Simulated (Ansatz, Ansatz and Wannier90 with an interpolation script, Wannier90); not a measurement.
Planning a run of Ansatz 0.2.0 on PbBrF (P4/nmm). The input:

```yaml
crystal:
  lattice:
    - [4.18, 0.0, 0.0]
    - [0.0, 4.18, 0.0]
    - [0.0, 0.0, 7.59]
  atoms:
    - { symbol: Pb, position: [0.0, 0.5, 0.195] }
    - { symbol: Pb, position: [0.5, 0.0, 0.805] }
    - { symbol: Br, position: [0.0, 0.5, 0.65] }
    - { symbol: Br, position: [0.5, 0.0, 0.35] }
    - { symbol: F, position: [0.5, 0.5, 0.0] }
    - { symbol: F, position: [0.0, 0.0, 0.0] }
kpoints:
  mp_grid: { grid: [4, 4, 2] }
hamiltonian:
  xc: lda
scf:
  occupations: { method: fixed }
gw:
  n_empty_bands: 498
  ecut_chi: 140.0
  qp_bands: [v12, c6]
  screening: { model: contour_deformation }
```

The database entry behind the starting cell is an old determination (1932), so it need not match the best structure at ambient conditions.

```sh
ansatz run input.yaml --threads 8 --pin off --max-ram 18432MiB --backend cpu --events-out ev --progress --plain --runs-dir out
```

Q: How long will it take on 8 threads of Arm Neoverse N1, shared host, and how much memory?

It took 8.6 min; on shared hardware allow 4.3 min to 17 min. Peak host memory was 3.7 GiB. The sizes that set the cost: 2577 plane waves a state, 12 irreducible k points, 526 bands summed, 495 plane waves in the screening and 7 SCF cycles.

The screening grows as filled bands × empty bands × pairs of k points, times the square of the screening basis for the matrix.

[Paths, hosts, dates, memory and timing lines, banners, echoed tables and standing remarks are left out of the program output.]

[Logs are printed without paths, hosts, clocks, repeated set-up lines and the standing remarks that a program may print on its own settings, such as how far it seeks lower states.]

[Runs of the session that timed out or met a known fault of the program may be left out.]

[Hosts, paths, dates, database ids (printed as entryN), source tags and the programs' standing remarks are cut or masked in the printed files.]
